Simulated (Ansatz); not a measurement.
# Dielectric response of HfO2 (111) films, part 2 of 5

How well do thin fluorite HfO2 (111) films screen a perpendicular field?

Ansatz 0.2.0; plane-wave DFT, PBEsol, Ansatz PAW.

So far. Step 2 (Relaxation, 6 atoms, units 2): The gap is 4.41 eV, with the valence edge 6.76 eV and the conduction edge 2.35 eV under the upper vacuum level. Step 3 (The relaxed film, single point, 6 atoms, units 2): The gap is 4.41 eV, with the valence edge 6.76 eV and the conduction edge 2.35 eV under the upper vacuum level.

### Step 4. Atoms held, 6 atoms, units 2, field 0.05 V/Å

A sawtooth potential applies the field, turning back in the middle of the vacuum. With the dipole correction the typed value is the field outside the slab. The induced dipole is small, so the SCF threshold is tight.

Input file input.yaml:

```yaml
crystal:
  lattice:
    - [3.5921024473, -2.9e-09, 0.0]
    - [-1.7960512211, 3.1108519738, 0.0]
    - [0.0, 0.0, 22.3994090512]
  atoms:
    - { symbol: O, position: [0.6666666667, 0.3333333333, 0.403709159] }
    - { symbol: Hf, position: [0.3333333333, 0.6666666667, 0.4376377814] }
    - { symbol: O, position: [0.0, 0.0, 0.4699826661] }
    - { symbol: O, position: [0.3333333333, 0.6666666667, 0.530017337] }
    - { symbol: Hf, position: [0.0, 0.0, 0.5623622131] }
    - { symbol: O, position: [0.6666666667, 0.3333333333, 0.5962908436] }
kpoints:
  mp_grid: { grid: [12, 12, 1] }
hamiltonian:
  xc: pbesol
scf:
  occupations: { method: fixed }
  convergence: { dr2_threshold: 1.0e-10 }
efield:
  axis: 3
  dipole_correction: true
  ramp_position: 0.97
  ramp_width: 0.06
  amplitude: 0.05
output:
  write_potential: true
  write_density: true
  volumetric_format: npy
```

Run with:

```console
ansatz run input.yaml --threads 4 --pin off --max-ram 16384MiB --backend cpu --events-out ev --progress --plain --runs-dir out
```

Numbers of over 12 decimals in the logs are rounded to 6 here.

The log of the run:

```text
[...]
Crystal: 6 atoms, lattice volume = 250.302 Å³
Basis set: ecut = 420 eV, 4803 PW (Γ)
Bands: 46, of which v1, the nominal top of the filled ones, is band 38 counted from 1 (37 counted from 0)
Symmetry: 6 space group operations
k-points: 19 of 144 (time reversal used)
[...]
SCF iter   1: F=—  HF=-33456.915138 eV  |F-HF|=—  |Δ(HF+E_count)|=         —  Δρ=9.96e-2  dr2=2.87e1  ethr=3.10e-3  p=0.020 e·Å  D=1.42e-2 V/Å  ΔV_dip=-0.32 eV  dr2_dipole=1.01e-4  V_vac-E_F(+/−)=12.04/11.34 eV  ⟨swp⟩=4.1  Hψ=2989  notcnv=0  defer=77
[...]
SCF iter  15: F=-33448.661339 eV  HF=-33448.661339 eV  |F-HF|=4.37e-11  |Δ(HF+E_count)|=  5.09e-11  Δρ=1.64e-7  dr2=1.94e-11  ethr=1.00e-12  p=0.016 e·Å  D=1.15e-2 V/Å  ΔV_dip=-0.26 eV  dr2_dipole=1.40e-13  V_vac-E_F(+/−)=7.12/6.36 eV  ⟨swp⟩=14.8  Hψ=3758  notcnv=0
SCF 1 converged in 15 iterations: F = -33448.661339 eV  dr2 = 1.94e-11
[...]
SCF converged after 15 iterations
[...]
Free energy (F): -33448.661339 eV
[...]
Internal energy: -33448.661339 eV  (E = F + TS)
E sigma→0 (E₀):  -33448.661339 eV
Fermi energy:    -0.951548 eV
Dipole field:    D = 0.011466 V/Å  (p = 0.015861 e·Å, saw-weighted, corrected)
Work function:   not extracted (applied field tilts the vacuum); planar V_es + V_field profile in the machine report
[...]
--- Band table (eV; the first three rows and the last of 19) ---
  k-point 0: bands = [... 34 lower, -1.8097, -1.8097, -1.3393, -1.3393, 3.4553, 3.4553, 3.8949, 3.9556, ... 4 higher]
  k-point 1: bands = [... 34 lower, -1.9470, -1.7218, -1.3600, -1.3092, 3.4645, 3.5067, 3.8956, 4.0565, ... 4 higher]
  k-point 2: bands = [... 34 lower, -2.0123, -1.5344, -1.3819, -1.3355, 3.5438, 3.6747, 3.9065, 4.2763, ... 4 higher]
  k-point 18: bands = [... 34 lower, -1.7804, -1.6391, -1.6118, -1.2532, 4.0438, 4.1099, 4.1259, 4.7472, ... 4 higher]
```

Wall time 7.5 s (4 threads of Arm Neoverse V2, shared host); peak memory 0.64 GiB; 28 s of CPU time.

Numbers from this step:

```
gap on the k-mesh       : 4.407 eV
dipole along the normal : 0.01586 e·Å
```

The dipole is 0.0159 e·Å, and the gap on the mesh 4.407 eV.

### Step 5. Single point, 6 atoms, units 2, field -0.05 V/Å

Edit input.yaml of step 4 so:

```diff
@@ -24,3 +24,3 @@
   ramp_width: 0.06
-  amplitude: 0.05
+  amplitude: -0.05
 output:
```

The log of the run:

```text
[...]
Crystal: 6 atoms, lattice volume = 250.302 Å³
Basis set: ecut = 420 eV, 4803 PW (Γ)
Bands: 46, of which v1, the nominal top of the filled ones, is band 38 counted from 1 (37 counted from 0)
Symmetry: 6 space group operations
k-points: 19 of 144 (time reversal used)
[...]
k-point 0: bands = [... 34 lower, -1.8097, -1.8097, -1.3393, -1.3393, 3.4553, 3.4553, 3.8949, 3.9556, ... 4 higher]
  k-point 1: bands = [... 34 lower, -1.9470, -1.7218, -1.3600, -1.3092, 3.4645, 3.5067, 3.8956, 4.0565, ... 4 higher]
  k-point 2: bands = [... 34 lower, -2.0123, -1.5344, -1.3819, -1.3355, 3.5438, 3.6747, 3.9065, 4.2763, ... 4 higher]
  k-point 18: bands = [... 34 lower, -1.7804, -1.6391, -1.6118, -1.2532, 4.0438, 4.1099, 4.1259, 4.7472, ... 4 higher]
[key lines of the parts left out:]
SCF converged after 15 iterations
Free energy (F): -33448.661339 eV
Fermi energy:    -0.951548 eV
Dipole field:    D = -0.011467 V/Å  (p = -0.015862 e·Å, saw-weighted, corrected)
```

Elapsed: 7.4 s, on 4 threads; peak memory 0.64 GiB.

The dipole is -0.0159 e·Å, and the gap on the mesh 4.407 eV.

### Step 6. Response with the atoms held, 6 atoms, units 2

This step: plane-wave DFT, PBEsol, Ansatz PAW; response to a field along the normal, atoms held (Ansatz 0.2.0).

The two fields give this film's response with the atoms held: the electronic part.

This step gave:

```yaml
equivalent_conductor_thickness_p_eps_0ae: 5.137 Å
distance_between_the_outer_atoms: 4.314 Å
thickness: 5.866 Å
```

Local field over the applied field, running mean. From the potentials at -0.05 and 0.05 V/Å; running mean over 2.933 Å, taken twice. Table of local field over applied field by z:

| z (Å) | local field over applied field |
| --- | --- |
| 4.18 | 0.999 |
| 4.63 | 0.997 |
| 4.93 | 0.994 |
| 5.38 | 0.984 |
| 5.67 | 0.972 |
| 6.12 | 0.941 |
| 6.42 | 0.911 |
| 6.87 | 0.849 |
| 7.17 | 0.797 |
| 7.62 | 0.706 |
| 7.91 | 0.638 |
| 8.36 | 0.531 |
| 8.66 | 0.461 |
| 9.11 | 0.367 |
| 9.56 | 0.290 |
| 9.86 | 0.249 |
| 10.30 | 0.205 |
| 10.60 | 0.186 |
| 11.05 | 0.171 |
| 11.35 | 0.171 |
| 11.80 | 0.186 |
| 12.10 | 0.205 |
| 12.54 | 0.249 |
| 12.84 | 0.290 |
| 13.29 | 0.367 |
| 13.74 | 0.461 |
| 14.04 | 0.531 |
| 14.48 | 0.638 |
| 14.78 | 0.706 |
| 15.23 | 0.797 |
| 15.53 | 0.849 |
| 15.98 | 0.911 |
| 16.28 | 0.941 |
| 16.72 | 0.972 |
| 17.02 | 0.984 |
| 17.47 | 0.994 |
| 17.77 | 0.997 |
| 18.22 | 0.999 |

The induced electron density oscillates, so the rows of the table below give means over windows of 0.5 Å about each position, cut where the curve ends. Its maxima inside the range that stand out by 2 % of the span (Å: e/Å³ per V/Å): 8.36: 0.00326, 9.11: 0.00187, 10.90: 0.00104, 12.10: 0.00147, 13.59: -0.00146. Its minima: 8.81: 0.00146, 10.30: -0.00146, 11.50: -0.00104, 13.29: -0.00187, 14.04: -0.00326.

Electrons, planar mean, per unit field. Induced electron density against z; means over each step:

| z (Å) | induced electron density (e/Å³ per V/Å) |
| --- | --- |
| 4.5 | 1.5e-6 |
| 5.0 | 5.2e-6 |
| 5.5 | 1.8e-5 |
| 6.0 | 5.8e-5 |
| 6.5 | 1.8e-4 |
| 7.0 | 5.3e-4 |
| 7.5 | 0.00135 |
| 8.0 | 0.00270 |
| 8.5 | 0.00272 |
| 9.0 | 0.00165 |
| 9.5 | 6.7e-4 |
| 10.0 | -4.9e-4 |
| 10.5 | -5.9e-4 |
| 11.0 | 5.9e-4 |
| 11.5 | -6.7e-4 |
| 12.0 | 9.4e-4 |
| 12.5 | 1.7e-4 |
| 13.0 | -9.5e-4 |
| 13.5 | -0.00169 |
| 14.0 | -0.00297 |
| 14.5 | -0.00243 |
| 15.0 | -0.00114 |
| 15.5 | -4.2e-4 |
| 16.0 | -1.5e-4 |
| 16.5 | -4.6e-5 |
| 17.0 | -1.4e-5 |
| 17.5 | -4.1e-6 |
| 18.0 | -1.2e-6 |

By hand: between -0.05 and 0.05 V/Å the dipole changes by 0.03172 e·Å, a slope of 0.3172 e·Å²/V. A perfect conductor of thickness t has p = ε₀AEt, so t = 180.95 × 0.3172 / 11.174 = 5.14 Å (e/ε₀ = 180.95 V·Å, A in Å²).

The induced dipole is that of a conductor 5.14 Å thick.

### Step 7. Relaxing in the field, 6 atoms, field 0.05 V/Å

This step: plane-wave DFT, PBEsol, Ansatz PAW (Ansatz 0.2.0).

Now the atoms may follow the field. A weak field makes forces of meV/Å to tens of meV/Å, so the force tolerance is set well below the usual one.

Edit input.yaml of step 5 so:

```diff
@@ -24,3 +24,6 @@
   ramp_width: 0.06
-  amplitude: -0.05
+  amplitude: 0.05
+relax:
+  f_tol: 0.0006
+  max_steps: 70
 output:
```

The log of the run:

```text
[...]
Crystal: 6 atoms, lattice volume = 250.302 Å³
Basis set: ecut = 420 eV, 4803 PW (Γ), exchange–correlation on 50×50×300 points (8 copies of the dense FFT grid, shifted against one another)
Bands: 46, of which v1, the nominal top of the filled ones, is band 38 counted from 1 (37 counted from 0)
Symmetry: 6 space group operations
k-points: 19 of 144 (time reversal used)
[...]
SCF iter   1: F=—  HF=-33456.914602 eV  |F-HF|=—  |Δ(HF+E_count)|=         —  Δρ=9.96e-2  dr2=2.87e1  ethr=3.10e-3  p=0.020 e·Å  D=1.42e-2 V/Å  ΔV_dip=-0.32 eV  dr2_dipole=1.01e-4  V_vac-E_F(+/−)=12.04/11.34 eV  ⟨swp⟩=4.1  Hψ=2991  notcnv=0  defer=77
[...]
SCF iter  15: F=-33448.661163 eV  HF=-33448.661163 eV  |F-HF|=7.28e-12  |Δ(HF+E_count)|=  1.46e-11  Δρ=1.67e-7  dr2=2.22e-11  ethr=1.00e-12  p=0.016 e·Å  D=1.15e-2 V/Å  ΔV_dip=-0.26 eV  dr2_dipole=1.63e-13  V_vac-E_F(+/−)=7.12/6.36 eV  ⟨swp⟩=8.0  Hψ=5285  notcnv=0
SCF 1 converged in 15 iterations: F = -33448.661163 eV  dr2 = 2.22e-11
[...]
relax step   1: F+E_penalty+E_count = -33448.66116270 eV  Δ(F+E_penalty+E_count) = +0.000e0 eV  max|allowed force component| = 4.806e-2 eV/Å  Δτ_max = 0.0000 Å  (15 SCF iters, accepted)
[...]
SCF iter   9: F=-33448.661217 eV  HF=-33448.661217 eV  |F-HF|=4.37e-11  |Δ(HF+E_count)|=  1.24e-10  Δρ=1.09e-7  dr2=1.75e-11  ethr=1.00e-12  p=0.020 e·Å  D=1.47e-2 V/Å  ΔV_dip=-0.33 eV  dr2_dipole=9.35e-14  V_vac-E_F(+/−)=7.09/6.40 eV  ⟨swp⟩=8.0  Hψ=5378  notcnv=0
SCF 2 converged in 9 iterations: F = -33448.661217 eV  dr2 = 1.75e-11
relax step   2: F+E_penalty+E_count = -33448.66121677 eV  Δ(F+E_penalty+E_count) = -5.407e-5 eV  max|allowed force component| = 1.744e-2 eV/Å  Δτ_max = 0.0023 Å  (9 SCF iters, accepted)
SCF iter   1: F=—  HF=-33448.661214 eV  |F-HF|=—  |Δ(HF+E_count)|=         —  Δρ=1.29e-4  dr2=1.65e-4  ethr=2.75e-6  p=0.020 e·Å  D=1.47e-2 V/Å  ΔV_dip=-0.33 eV  dr2_dipole=5.77e-5  V_vac-E_F(+/−)=7.09/6.40 eV  ⟨swp⟩=2.0  Hψ=1359  notcnv=0  defer=113
[...]
SCF iter   9: F=-33448.661200 eV  HF=-33448.661200 eV  |F-HF|=8.73e-11  |Δ(HF+E_count)|=  1.82e-10  Δρ=9.52e-8  dr2=1.44e-11  ethr=1.00e-12  p=0.017 e·Å  D=1.21e-2 V/Å  ΔV_dip=-0.27 eV  dr2_dipole=3.87e-14  V_vac-E_F(+/−)=7.12/6.37 eV  ⟨swp⟩=7.8  Hψ=5177  notcnv=0
SCF 3 converged in 9 iterations: F = -33448.661200 eV  dr2 = 1.44e-11
relax step   3: F+E_penalty+E_count = -33448.66119969 eV  Δ(F+E_penalty+E_count) = +1.707e-5 eV  max|allowed force component| = 3.071e-2 eV/Å  Δτ_max = 0.0020 Å  (9 SCF iters, rejected (line search))
[...]
relax step   4: F+E_penalty+E_count = -33448.66123905 eV  Δ(F+E_penalty+E_count) = -2.229e-5 eV  max|allowed force component| = 9.736e-4 eV/Å  Δτ_max = 0.0009 Å  (8 SCF iters, accepted)
SCF iter   1: F=—  HF=-33448.661239 eV  |F-HF|=—  |Δ(HF+E_count)|=         —  Δρ=2.46e-6  dr2=6.21e-8  ethr=5.69e-10  p=0.019 e·Å  D=1.36e-2 V/Å  ΔV_dip=-0.31 eV  dr2_dipole=6.07e-9  V_vac-E_F(+/−)=7.10/6.39 eV  ⟨swp⟩=3.0  Hψ=2013  notcnv=0  defer=71
[...]
SCF iter   5: F=-33448.661239 eV  HF=-33448.661239 eV  |F-HF|=5.82e-11  |Δ(HF+E_count)|=  4.37e-11  Δρ=8.11e-8  dr2=1.06e-11  ethr=1.00e-12  p=0.019 e·Å  D=1.37e-2 V/Å  ΔV_dip=-0.31 eV  dr2_dipole=1.22e-15  V_vac-E_F(+/−)=7.10/6.39 eV  ⟨swp⟩=7.4  Hψ=4817  notcnv=0
SCF 5 converged in 5 iterations: F = -33448.661239 eV  dr2 = 1.06e-11
relax step   5: F+E_penalty+E_count = -33448.66123909 eV  Δ(F+E_penalty+E_count) = -3.944e-8 eV  max|allowed force component| = 2.497e-4 eV/Å  Δτ_max = 0.0000 Å  (5 SCF iters, accepted)
NSCF: frozen V_eff on 19 k-points
[...]
SCF converged after 5 iterations
[...]
Free energy (F): -33448.661239 eV
[...]
Internal energy: -33448.661239 eV  (E = F + TS)
E sigma→0 (E₀):  -33448.661239 eV
Fermi energy:    -0.952057 eV
Dipole field:    D = 0.013658 V/Å  (p = 0.018893 e·Å, saw-weighted, corrected)
Work function:   not extracted (applied field tilts the vacuum); planar V_es + V_field profile in the machine report
[...]
--- Forces (eV/Å), atoms counted from 1 ---
  atom   1  O     -0.00000000     0.00000000     0.00001897
  atom   2  Hf     0.00000000     0.00000000     0.00012551
  atom   3  O      0.00000000     0.00000000    -0.00024941
  atom   4  O     -0.00000000    -0.00000000    -0.00014624
  atom   5  Hf    -0.00000000    -0.00000000     0.00021952
  atom   6  O      0.00000000    -0.00000000     0.00003316
  max |Σ_I F_I| component: 1.51e-6 eV/Å
--- Band table (eV; the first three rows and the last of 19) ---
  k-point 0: bands = [... 34 lower, -1.8093, -1.8093, -1.3397, -1.3397, 3.4558, 3.4558, 3.8977, 3.9559, ... 4 higher]
  k-point 1: bands = [... 34 lower, -1.9466, -1.7220, -1.3603, -1.3095, 3.4650, 3.5071, 3.8968, 4.0568, ... 4 higher]
  k-point 2: bands = [... 34 lower, -2.0119, -1.5347, -1.3824, -1.3357, 3.5444, 3.6751, 3.9071, 4.2765, ... 4 higher]
  k-point 18: bands = [... 34 lower, -1.7801, -1.6305, -1.6204, -1.2537, 4.0438, 4.1155, 4.1214, 4.7476, ... 4 higher]
--- Relaxed structure (5 steps of the walk, 4 accepted, 0 SCFs on fresh bases) ---
  F+E_penalty+E_count = -33448.66123909 eV   max|allowed force component| = 2.497e-4 eV/Å
  atoms:
    - { symbol: O, position: [0.666667, 0.333333, 0.403665] }
    - { symbol: Hf, position: [0.333333, 0.666667, 0.437694] }
    - { symbol: O, position: [0, 0, 0.469986] }
    - { symbol: O, position: [0.333333, 0.666667, 0.530020] }
    - { symbol: Hf, position: [0, 0, 0.562406] }
    - { symbol: O, position: [0.666667, 0.333333, 0.596230] }
```

Elapsed: 20 s, on 4 threads; peak memory 0.61 GiB.

No atom moved by 0.005 Å in the relaxation.

Numbers from this step:

- gap on the k-mesh: 4.408 eV
- dipole along the normal: 0.01889 e·Å

The relaxation took 5 steps and lowered the energy by 7.6e-5 eV; the largest force on the free atoms ends at 2.5e-4 eV/Å.

The dipole is 0.0189 e·Å, and the gap on the mesh 4.408 eV.

### Step 8. Relaxing in the field, 6 atoms, field -0.05 V/Å

The opposite sign, again from the field-free geometry; the difference of the two cancels what relaxes without a field.

Edit input.yaml of step 7 so:

```diff
@@ -24,3 +24,3 @@
   ramp_width: 0.06
-  amplitude: 0.05
+  amplitude: -0.05
 relax:
```

The log of the run:

```text
[...]
Crystal: 6 atoms, lattice volume = 250.302 Å³
Basis set: ecut = 420 eV, 4803 PW (Γ), exchange–correlation on 50×50×300 points (8 copies of the dense FFT grid, shifted against one another)
Bands: 46, of which v1, the nominal top of the filled ones, is band 38 counted from 1 (37 counted from 0)
Symmetry: 6 space group operations
k-points: 19 of 144 (time reversal used)
[...]
F+E_penalty+E_count = -33448.66123909 eV   max|allowed force component| = 1.360e-4 eV/Å
  atoms:
    - { symbol: O, position: [0.666667, 0.333333, 0.403769] }
    - { symbol: Hf, position: [0.333333, 0.666667, 0.437594] }
    - { symbol: O, position: [0, 0, 0.469980] }
    - { symbol: O, position: [0.333333, 0.666667, 0.530015] }
    - { symbol: Hf, position: [0, 0, 0.562306] }
    - { symbol: O, position: [0.666667, 0.333333, 0.596335] }
[key lines of the parts left out:]
SCF converged after 4 iterations
Free energy (F): -33448.661239 eV
Fermi energy:    -0.952061 eV
Dipole field:    D = -0.013662 V/Å  (p = -0.018898 e·Å, saw-weighted, corrected)
```

Elapsed: 19 s, on 4 threads; peak memory 0.62 GiB.

No atom moved by 0.005 Å in the relaxation.

The relaxation took 5 steps and lowered the energy by 7.6e-5 eV; the largest force on the free atoms ends at 1.4e-4 eV/Å.

The dipole is -0.0189 e·Å, and the gap on the mesh 4.408 eV.

### Step 9. Response with the atoms relaxed, 6 atoms, units 2

This step: plane-wave DFT, PBEsol, Ansatz PAW; response to a field along the normal, atoms relaxed (Ansatz 0.2.0).

The two relaxed runs give the static response.

Numbers from this step:

| Quantity | Value |
| --- | --- |
| equivalent conductor thickness p/(ε₀AE) | 6.120 Å |
| distance between the outer atoms | 4.313 Å |

Local field over the applied field, running mean. From the potentials at -0.05 and 0.05 V/Å; running mean over 2.933 Å, taken twice. Local field over applied field against z:

z (Å), local field over applied field and a bar:
```
      4.5      0.998 ##############################
      5.0      0.993 ##############################
      5.5      0.976 #############################
      6.0      0.940 ############################
      6.5      0.899 ###########################
      7.0      0.820 #########################
      7.5      0.691 #####################
      8.0      0.537 ################
      8.5      0.399 ############
      9.0      0.283 ########
      9.5      0.151 ####
     10.0      0.054 #
     10.5      0.016 
     11.0      0.026 
     11.5      0.024 
     12.0      0.019 
     12.5      0.070 ##
     13.0      0.177 #####
     13.5      0.308 #########
     14.0      0.423 ############
     14.5      0.568 #################
     15.0      0.720 #####################
     15.5      0.840 #########################
     16.0      0.909 ###########################
     16.5      0.947 ############################
     17.0      0.981 #############################
     17.5      0.994 ##############################
     18.0      0.998 ##############################
```

The induced dipole is that of a conductor 6.12 Å thick.

### Step 10. Relaxation, 9 atoms, units 3

This step: plane-wave DFT, PBEsol, Ansatz PAW (Ansatz 0.2.0).

System of this step: HfO2 (111), 3 units. The cell holds 9 atoms: 6 O and 3 Hf. Its edges and angles: a = 3.592 Å, b = 3.592 Å, c = 25.332 Å, α = 90.0°, β = 90.0°, γ = 120.0°. It derives from HfO2 (fluorite HfO2). Vacuum lies along c.

The next thickness, treated alike, so that differences show the interior and the faces cancel.

Input file input.yaml:

```yaml
crystal:
  lattice:
    - [3.59210245, 0.0, 0.0]
    - [-1.79605122, 3.11085197, 0.0]
    - [0.0, 0.0, 25.3323484187]
  atoms:
    - { symbol: O, position: [0.66666667, 0.33333333, 0.3552769704] }
    - { symbol: Hf, position: [0.33333333, 0.66666667, 0.3842215763] }
    - { symbol: O, position: [0.0, 0.0, 0.4131661823] }
    - { symbol: O, position: [0.33333333, 0.66666667, 0.4710553941] }
    - { symbol: Hf, position: [0.0, 0.0, 0.5] }
    - { symbol: O, position: [0.66666667, 0.33333333, 0.5289446059] }
    - { symbol: O, position: [0.0, 0.0, 0.5868338177] }
    - { symbol: Hf, position: [0.66666667, 0.33333333, 0.6157784237] }
    - { symbol: O, position: [0.33333333, 0.66666667, 0.6447230296] }
kpoints:
  mp_grid: { grid: [12, 12, 1] }
hamiltonian:
  xc: pbesol
scf:
  occupations: { method: fixed }
  convergence: { dr2_threshold: 1.0e-09 }
efield:
  axis: 3
  dipole_correction: true
  ramp_position: 0.97
  ramp_width: 0.06
relax:
  f_tol: 0.003
  max_steps: 100
output:
  write_potential: true
  write_density: true
  volumetric_format: npy
```

The log of the run:

```text
[...]
Crystal: 9 atoms, lattice volume = 283.076 Å³
Basis set: ecut = 420 eV, 5449 PW (Γ), exchange–correlation on 50×50×360 points (8 copies of the dense FFT grid, shifted against one another)
Bands: 69, of which v1, the nominal top of the filled ones, is band 57 counted from 1 (56 counted from 0)
Symmetry: 6 space group operations
[...]
- { symbol: O, position: [-6.916685816302706e-19, 0, 0.415816] }
    - { symbol: O, position: [0.333333, 0.666667, 0.471464] }
    - { symbol: Hf, position: [0, 0, 0.500000] }
    - { symbol: O, position: [0.666667, 0.333333, 0.528536] }
    - { symbol: O, position: [6.916685272057529e-19, 0, 0.584184] }
    - { symbol: Hf, position: [0.666667, 0.333333, 0.612274] }
    - { symbol: O, position: [0.333333, 0.666667, 0.642598] }
[key lines of the parts left out:]
SCF converged after 7 iterations
Free energy (F): -50173.667443 eV
Fermi energy:    0.951253 eV
Dipole field:    D = -0.000000 V/Å  (p = -0.000000 e·Å, saw-weighted, corrected)
Work function:   Φ+ = 6.8167 eV   Φ− = 6.8167 eV
```

The job ended after 40 s (4 threads; peak memory 0.85 GiB; 2.6 min of CPU time).

The steps of the relaxation:

| step | energy less that of the first step (eV) | largest force component (eV/Å) |
| --- | --- | --- |
| 1 | 0.0000 | 1.1162 |
| 2 | -0.0810 | 0.3381 |
| 3 | -0.0991 | 0.0626 |
| 4 | -0.0996 | 0.0161 |
| 5 | -0.0997 | 0.0015 |

The run keeps the 6 symmetry operations that it works with, so distortions that break them were not tested.

The atoms that moved most (Å):

| atom | dx | dy | dz | length |
| --- | --- | --- | --- | --- |
| Hf8 | 0.000 | 0.000 | -0.089 | 0.089 |
| Hf2 | 0.000 | 0.000 | 0.089 | 0.089 |
| O3 | 0.000 | 0.000 | 0.067 | 0.067 |
| O7 | 0.000 | 0.000 | -0.067 | 0.067 |
| O1 | 0.000 | 0.000 | 0.054 | 0.054 |
| O9 | 0.000 | 0.000 | -0.054 | 0.054 |
| O4 | 0.000 | 0.000 | 0.010 | 0.010 |
| O6 | 0.000 | 0.000 | -0.010 | 0.010 |

The relaxation took 5 steps and lowered the energy by 0.100 eV; the largest force on the free atoms ends at 0.0015 eV/Å.

The gap is 4.10 eV, with the valence edge 6.82 eV and the conduction edge 2.72 eV under the upper vacuum level.

(Continued in part 3 of 5.)

[Logs are printed without paths, hosts, clocks, repeated set-up lines and the standing remarks that a program may print on its own settings, such as how far it seeks lower states.]

[Hosts, paths, dates, database ids (printed as entryN), source tags and the programs' standing remarks are cut or masked in the printed files.]

[Maps of the electrostatic potential energy from Ansatz leave out the sawtooth potential of an applied field or a dipole correction, so their vacuum need not be flat; planar profiles and work functions include it.]
